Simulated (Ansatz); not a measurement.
## AlGa3As4: complex band structure: complex bands at another level, cutoff 420 eV

Ansatz 0.2.0; PBE DFT, plane waves, PAW files; complex bands by layer matching along the plane's normal.

The complex bands at that level, over its own gap, at (0, 0) and (0.5, 0).

The structure was built from a prototype and need not be the compound's stable phase.

File input.yaml:

```yaml
crystal:
  lattice:
    - [6.586363773, 0.0, 0.0]
    - [0.0, 4.000440197, 0.0]
    - [-0.002379305, 0.0, 6.918341027]
  atoms:
    - { symbol: Al, position: [0.9985450828, 0.5, 0.6671681441] }
    - { symbol: Ga, position: [0.4976428889, 0.5, 0.3331161511] }
    - { symbol: Ga, position: [0.497404948, 0.0, 0.833428774] }
    - { symbol: Ga, position: [0.9982882287, 0.0, 0.1663521435] }
    - { symbol: As, position: [0.1237670713, 0.5, 0.3333754626] }
    - { symbol: As, position: [0.1237188245, 0.0, 0.8329394849] }
    - { symbol: As, position: [0.6239381033, 0.0, 0.1667452362] }
    - { symbol: As, position: [0.6242948624, 0.5, 0.6668756037] }
kpoints:
  mp_grid: { grid: [4, 6, 4] }
scf:
  occupations: { method: fixed }
hamiltonian:
  xc: pbe
output:
  eigenvalues: true
  transmission:
    leads: [[0, 0]]
    kpoints: [[0.0, 0.0], [0.5, 0.0]]
    e_range: [-1.0, 1.67]
    de: 0.05
```

The run is started by

```bash
$ ansatz run input.yaml --threads 2 --pin off --max-ram 4096MiB --backend cpu --events-out ev --progress --plain --runs-dir out
```

Q: Predict the im kz of the slowest decaying states against energy.

Inside the gap the slowest decay grows from the band edges towards mid-gap. At its top, κ = 0.05 Å⁻¹, tunnelling falls as exp(−2κL), a factor of 1.1 for each Å.

This step gave:

| Property | Result |
| --- | --- |
| level to which the leads are filled | 0.3352 eV from the Fermi level |
| decay constant at the filling level, zone centre | 0.04688 Å⁻¹ |
| decay constant at the filling level, slowest listed point | 0.0469 Å⁻¹ |

K parallel (0, 0); values up to 1.5 1/Å, a degenerate pair printed once or twice; energies at which all values exceed this have no row. Im kz of the slowest decaying states against energy, zero at the highest filled level on the SCF mesh:

```
energy (eV)  decay 1 (Å⁻¹)  decay 2 (Å⁻¹)  decay 3 (Å⁻¹)  decay 4 (Å⁻¹)
      -1.00         0.0105         0.0644          0.156          0.764
      -0.90         0.0787          0.191          0.749          1.000
      -0.80         0.0893          0.216          0.734          0.984
      -0.70         0.0976          0.237          0.719          0.969
      -0.60         0.0207          0.104          0.253          0.704
      -0.45          0.111          0.273          0.680          0.927
      -0.35          0.114          0.283          0.664          0.902
      -0.25          0.115          0.290          0.647          0.878
      -0.15         0.0949          0.105          0.296          0.630
      -0.05          0.122          0.181          0.299          0.612
       0.00        0.00101         0.0198          0.120          0.219
       0.05         0.0243          0.113          0.119          0.252
       0.15         0.0387          0.117          0.196          0.294
       0.25         0.0451          0.114          0.270          0.374
       0.40         0.0462          0.108          0.297          0.494
       0.50         0.0413          0.103          0.311          0.538
       0.60         0.0293         0.0965          0.322          0.498
       0.70         0.0881          0.332          0.466          0.562
       0.80         0.0770          0.340          0.436          0.565
       0.90         0.0613          0.347          0.403          0.566
       1.00         0.0333          0.352          0.366          0.567
       1.10          0.324          0.356          0.568          0.676
       1.25          0.244          0.361          0.568          0.645
       1.35          0.175          0.364          0.568          0.622
       1.45         0.0907          0.365          0.569          0.599
       1.55          0.366          0.569          0.574          0.740
       1.65          0.366          0.548          0.570          0.717
```

K parallel (0, 0). Re kz of states that move upwards against energy, zero at the highest filled level on the SCF mesh:

```csv
energy (eV),channel 1 (Å⁻¹),channel 2 (Å⁻¹),channel 3 (Å⁻¹)
-1.00,-0.164,0.235,-
-0.85,-0.417,-0.145,0.341
-0.75,-0.384,-0.132,0.402
-0.60,-0.331,-0.112,-
-0.50,-0.392,-0.291,-0.0979
-0.35,-0.313,-0.217,-0.0759
-0.25,-0.258,-0.146,-0.0581
-0.10,-0.158,-0.0393,-
0.00,-,-,-
0.15,-,-,-
0.25,-,-,-
0.40,-,-,-
0.50,-,-,-
0.65,-,-,-
0.75,0.0352,-,-
0.90,0.0661,-,-
1.00,0.0840,-,-
1.15,0.0651,0.110,-
1.25,0.0976,0.127,-
1.40,0.148,0.170,-
1.50,0.168,0.236,-
1.65,0.114,0.199,0.346
```

K parallel (0.5, 0); values up to 1.5 1/Å, a degenerate pair printed once or twice; energies at which all values exceed this have no row. The Im kz of the slowest decaying states by energy, zero at the highest filled level on the SCF mesh:

```
energy (eV)  decay 1 (Å⁻¹)  decay 2 (Å⁻¹)  decay 3 (Å⁻¹)  decay 4 (Å⁻¹)
     -1.000          0.383          0.809          0.826              -
     -0.800          0.394          0.779          0.794              -
     -0.600         0.0201         0.0659          0.152          0.401
     -0.400         0.0728         0.0993          0.173          0.227
     -0.200         0.0977          0.119          0.233          0.274
      0.000          0.112          0.131          0.273          0.307
      0.200          0.120          0.139          0.302          0.331
      0.400          0.124          0.142          0.323          0.349
      0.600          0.123          0.141          0.339          0.355
      0.800          0.118          0.135          0.324          0.329
      1.000          0.108          0.122          0.252          0.316
      1.200         0.0931          0.153          0.281          0.364
      1.400         0.0614          0.231          0.366          0.382
      1.600          0.173          0.367          0.376          0.379
```

[Logs are printed without paths, hosts, clocks, repeated set-up lines and the standing remarks that a program may print on its own settings, such as how far it seeks lower states.]

[Hosts, paths, dates, database ids (printed as entryN), source tags and the programs' standing remarks are cut or masked in the printed files.]
